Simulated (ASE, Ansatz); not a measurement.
# Structural relaxation of random hcp alloy of Hf and Zr (288 atoms), part 2 of 2

How does random hcp alloy of Hf and Zr (288 atoms) relax, and what do bonds, charges and levels look like afterwards?

Ansatz 0.2.0; Kohn-Sham DFT, PBE, PAW (set soft_2), plane waves.

The cell: 180 Zr and 108 Hf. The host structure and its lattice constant were typed by rule, without a check against the phase diagram. Only the Γ point is sampled, in a cell whose shortest periodic width is 17 Å. Spin–orbit coupling is left out.

So far. Step 3 (Relaxation): The relaxation changed the energy by -5.07 meV/atom, and atoms moved by 0.042 Å r.m.s., 0.089 Å at most.

## (5) Single point at the relaxed geometry

One more single point at the end of the walk gives the fuller output and checks the residual forces.

The input, input.yaml:

```yaml
crystal:
  lattice:
    - [19.3086, 0.0, 0.0]
    - [-9.6543, 16.72174, 0.0]
    - [0.0, 0.0, 20.444]
  atoms:
    - { symbol: Zr, position: [0.00047, 0.00075, 0.99965] }
    - { symbol: Zr, position: [0.05593, 0.11277, 0.12573] }
    - { symbol: Hf, position: [0.00081, 0.00085, 0.25038] }
    - { symbol: Zr, position: [0.0563, 0.1111, 0.37542] }
    - { symbol: Hf, position: [0.00054, 0.99975, 0.50036] }
    - { symbol: Zr, position: [0.05532, 0.11156, 0.62405] }
    - { symbol: Hf, position: [0.00031, 0.00087, 0.75007] }
    - { symbol: Hf, position: [0.05536, 0.11158, 0.87509] }
    - { symbol: Hf, position: [0.99975, 0.16614, 0.00049] }
    - { symbol: Hf, position: [0.05616, 0.27749, 0.12509] }
    - { symbol: Zr, position: [0.99964, 0.16676, 0.25076] }
    - { symbol: Hf, position: [0.05572, 0.27903, 0.37484] }
    - { symbol: Zr, position: [0.99924, 0.16733, 0.49949] }
    - { symbol: Hf, position: [0.05484, 0.27764, 0.62457] }
    - { symbol: Zr, position: [0.99948, 0.1658, 0.74936] }
    - { symbol: Zr, position: [0.05507, 0.27673, 0.87551] }
    - { symbol: Zr, position: [0.99898, 0.33192, 0.99989] }
    - { symbol: Zr, position: [0.05536, 0.44416, 0.12479] }
    - { symbol: Zr, position: [0.0, 0.33274, 0.24981] }
    - { symbol: Zr, position: [0.05496, 0.44364, 0.37605] }
    - { symbol: Hf, position: [0.99908, 0.33286, 0.50049] }
    - { symbol: Zr, position: [0.05596, 0.44506, 0.62466] }
    - { symbol: Zr, position: [0.9992, 0.33352, 0.74931] }
    - { symbol: Zr, position: [0.05542, 0.44436, 0.87395] }
    - { symbol: Zr, position: [0.99918, 0.50049, 0.00073] }
    - { symbol: Hf, position: [0.05556, 0.6107, 0.1249] }
    - { symbol: Zr, position: [0.99817, 0.49847, 0.24953] }
    - { symbol: Zr, position: [0.05414, 0.60931, 0.37537] }
    - { symbol: Hf, position: [0.99869, 0.4988, 0.49991] }
    - { symbol: Hf, position: [0.05481, 0.61077, 0.62481] }
    - { symbol: Hf, position: [0.99975, 0.50034, 0.7497] }
    - { symbol: Zr, position: [0.05584, 0.61188, 0.87492] }
    [... 250 atom lines left out ...]
    - { symbol: Zr, position: [0.83259, 0.83384, 0.24998] }
    - { symbol: Zr, position: [0.89037, 0.94684, 0.37449] }
    - { symbol: Zr, position: [0.83472, 0.83468, 0.50038] }
    - { symbol: Hf, position: [0.8897, 0.94614, 0.62547] }
    - { symbol: Zr, position: [0.83443, 0.83432, 0.74961] }
    - { symbol: Zr, position: [0.88902, 0.94558, 0.87433] }
kpoints:
  mp_grid: { grid: [1, 1, 1] }
hamiltonian:
  xc: pbe
scf:
  occupations: { method: cold, width: 0.15 }
output:
  forces: true
  stress: true
  populations: true
  dos:
    method: { smearing: { sigma: 0.08 } }
    de: 0.1
    projected: { site_lists: { Hf: [Hf], Zr: [Zr] } }
  eigenvalues: true
  write_density: true
  write_potential: true
  volumetric_format: npy
  elf: true
```

The run is started by

```console
ansatz run input.yaml --threads 32 --pin off --max-ram 143360MiB --backend cuda --events-out ev --progress --plain --runs-dir out
```

Numbers of over 12 decimals in the logs are rounded to 6 here.

The log of the run:

```text
[...]
GPU FFT provider: cuFFT
GPU libraries: cuBLAS 13.8.1, cuFFT 12.4.0, cuSOLVER 12.3.2
[...]
Crystal: 288 atoms, lattice volume = 6600.824 Å³
Basis set: ecut = 420 eV, 128883 PW (Γ), exchange–correlation on 270×270×288 points (8 copies of the dense FFT grid, shifted against one another)
Bands: 2981, of which v1, the nominal top of the filled ones, is band 2484 counted from 1 (2483 counted from 0)
Symmetry: 1 space group operations
[...]
k-points: 1
[...]
GPU buffer pool allocated for 2624400 grid points (all kernels)
[...]
SCF iter   1: F=—  HF=-2450995.377663 eV  |F-HF|=—  |Δ(HF+E_count)|=         —  Δρ=3.73e-3  dr2=4.35e0  ethr=1.77e-3  ⟨swp⟩=4.0  Hψ=8849  notcnv=0
[...]
SCF iter  10: F=-2450995.367891 eV  HF=-2450995.367891 eV  |F-HF|=6.10e-8  |Δ(HF+E_count)|=   3.45e-8  S|Δr|=    0.00e0  Δρ=7.33e-7  dr2=7.06e-8  ethr=2.01e-12  ⟨swp⟩=15.0  Hψ=29943  notcnv=0
SCF 1 converged in 10 iterations: F = -2450995.367891 eV  dr2 = 7.06e-8
[...]
SCF converged after 10 iterations
[...]
Free energy (F): -2450995.367891 eV
[...]
Internal energy: -2450994.146665 eV  (E = F + TS)
E sigma→0 (E₀):  -2450994.960816 eV
Entropy (-TS):   -1.221226 eV (-4.240 meV/atom)
Fermi energy:    16.249048 eV
[...]
--- Forces (eV/Å), atoms counted from 1 ---
[... 288 lines of forces left out ...]
  max |Σ_I F_I| component: 7.27e-6 eV/Å
--- Stress (GPa, compression-positive) ---
        0.152199       0.008749       0.006304
        0.008749       0.155541      -0.000235
        0.006304      -0.000235       1.222198
  P = ⅓ Tr σ = 0.5100 GPa (5.100 kbar)
--- Band table (eV) ---
[... left out ...]
--- Löwdin populations: 288 sites ---
  site symbol       q [e]
[... 288 lines, one an atom, left out ...]
  spilling = 0.004351 (of n_electrons = 4968.000000)
```

It took 12 s on 1 × NVIDIA GB200 with 32 threads of Arm Neoverse V2, shared host; peak memory 5.4 GiB.

That memory is the host's; the program planned up to 39.8 GiB on the GPU.

The run gave:

| Quantity | Value |
| --- | --- |
| free energy | -2450995.3679 eV |
| free energy per atom | -8510.4006 eV/atom |
| SCF cycles | 10 |
| pressure | 0.51 GPa |
| r.m.s. force component | 0.00198 eV/Å |
| longest force | 0.00968 eV/Å |
| Fermi energy | 16.25 eV |
| levels partly filled by over 2 per cent | 68 |
| spilling of the projection | 0.004351 |

Löwdin charges by element (they lack the spilled electrons, 0.075 e an atom on average):

| element | coordination | atoms | mean charge (e) | spread | least | most |
| --- | --- | --- | --- | --- | --- | --- |
| Hf | all | 108 | 0.082 | 0.0066 | 0.0637 | 0.0986 |
| Zr | all | 180 | 0.0709 | 0.0061 | 0.0569 | 0.0875 |

States in the cell by windows of 1 eV, zero at the Fermi level; some projections on atomic orbitals stand beside the total:

| from (eV) | to (eV) | total | Zr d | Hf d | Zr s | Hf f |
| --- | --- | --- | --- | --- | --- | --- |
| -14 | -13 | 0.0 | 0.0 | 0.0 | 0.0 | 0.0 |
| -13 | -12 | 59.8 | 0.0 | 0.0 | 0.0 | 59.8 |
| -12 | -11 | 1451.8 | 0.3 | 0.2 | 0.0 | 1451.7 |
| -11 | -7 | 0.0 | 0.0 | 0.0 | 0.0 | 0.0 |
| -7 | -6 | 3.4 | 0.0 | 0.0 | 1.6 | 0.0 |
| -6 | -5 | 35.3 | 0.9 | 0.6 | 16.3 | 0.0 |
| -5 | -4 | 48.5 | 5.4 | 3.6 | 16.0 | 0.0 |
| -4 | -3 | 125.5 | 37.3 | 23.6 | 35.7 | 0.0 |
| -3 | -2 | 283.2 | 139.7 | 83.6 | 41.3 | 0.1 |
| -2 | -1 | 307.7 | 175.7 | 100.4 | 15.8 | 0.1 |
| -1 | 0 | 332.9 | 194.0 | 106.2 | 10.4 | 0.1 |
| 0 | 1 | 487.5 | 282.4 | 149.4 | 17.8 | 0.1 |

The curve was stored every 0.10 eV, coarse against its broadening of 0.08 eV, so these counts are rough.

About 2320 of the 4968 electrons lie in deeper levels, below the stored range.

Not all projections were asked for or kept, so they needn't add up to the total.

The levels nearest the highest filled one (over half full), pooled over k-points and spins:

| level less the highest filled one (eV) | occupation |
| --- | --- |
| -0.0299 | 1.34 |
| -0.0278 | 1.32 |
| -0.015 | 1.20 |
| -0.0073 | 1.12 |
| -0.0022 | 1.07 |
| 0 | 1.05 |
| 0.0059 | 0.987 |
| 0.0104 | 0.944 |
| 0.0116 | 0.932 |
| 0.0159 | 0.891 |
| 0.0181 | 0.87 |
| 0.0215 | 0.839 |

Mean Löwdin charges: Hf +0.08, Zr +0.07 e (they miss 0.44 % of the electrons, so they add up to more than the cell's charge). Among metals such projection charges depend strongly on the orbitals used and are no measure of ionicity. Within 0.4 eV of the Fermi level the largest share is Zr d (63 % of the projected weight).

The surroundings of Zr36, picked at random, nearest first, numbered as they follow in the input and with coordinates relative to it.

| atom | x | y | z | distance (Å) | bonds | Löwdin charge (e) |
| --- | --- | --- | --- | --- | --- | --- |
| Zr36 | 0.00 | 0.00 | 0.00 | 0.00 | 12 | 0.06 |
| Hf91 | 1.61 | 0.92 | -2.55 | 3.15 | 12 | 0.08 |
| Hf45 | -1.61 | 0.91 | 2.56 | 3.16 | 12 | 0.09 |
| Hf93 | 1.60 | 0.91 | 2.57 | 3.16 | 12 | 0.08 |
| Zr43 | -1.64 | 0.91 | -2.55 | 3.16 | 12 | 0.08 |
| Hf92 | 1.59 | 2.75 | 0.00 | 3.18 | 12 | 0.08 |
| Zr37 | -0.02 | -1.88 | 2.57 | 3.18 | 12 | 0.07 |
| Zr35 | -0.01 | -1.89 | -2.57 | 3.19 | 12 | 0.07 |
| Zr84 | 3.19 | -0.02 | -0.01 | 3.19 | 12 | 0.07 |
| Hf44 | -1.64 | 2.75 | 0.01 | 3.20 | 12 | 0.09 |
| Zr276 | -3.23 | -0.05 | 0.01 | 3.23 | 12 | 0.07 |
| Zr28 | 1.58 | -2.85 | 0.00 | 3.26 | 12 | 0.07 |
| Zr268 | -1.61 | -2.83 | -0.01 | 3.26 | 12 | 0.07 |

The column of bonds counts only the pairs Zr-Zr within 3.62 Å, Zr-Hf within 3.62 Å, Hf-Hf within 3.62 Å; other neighbours, such as metal atoms beside each other in a compound, aren't counted, and periodic images can show an atom twice.

## (6) Outcome

```
energy change in the relaxation : -5.071 meV/atom
r.m.s. displacement             : 0.042 Å
largest displacement            : 0.089 Å
free energy per atom            : -8510.4006 eV/atom
density                         : 8.98 g/cm³
pressure                        : 0.51 GPa
r.m.s. force component          : 0.00198 eV/Å
wall time of the 3 DFT runs     : 45 s
```

What this shows: Relaxation lowers the energy by 5.07 meV/atom and moves atoms by 0.042 Å r.m.s.; the r.m.s. force component goes from 0.16 to 0.0020 eV/Å, the pressure goes from 0.55 to 0.51 GPa. By the final cutoffs no bond was broken or made. The r.m.s. move is of the size of the random displacements put into the start (0.035 Å r.m.s. in three dimensions). From the first step to the last the energy fell by 1.460 eV, and the largest move was 0.09 Å (Zr222). The Hf-Hf bonds change most in mean length: from 3.189 Å (spread 0.041) to 3.177 Å (spread 0.034). Counting bonds as in the table, all Hf atoms have 12 and all Zr atoms have 12 bonded neighbours. 68 levels are partly filled, by over 2 % (at Γ alone), as in a metal.

[Logs are printed without paths, hosts, clocks, repeated set-up lines and the standing remarks that a program may print on its own settings, such as how far it seeks lower states.]

[Hosts, paths, dates, database ids (printed as entryN), source tags and the programs' standing remarks are cut or masked in the printed files.]
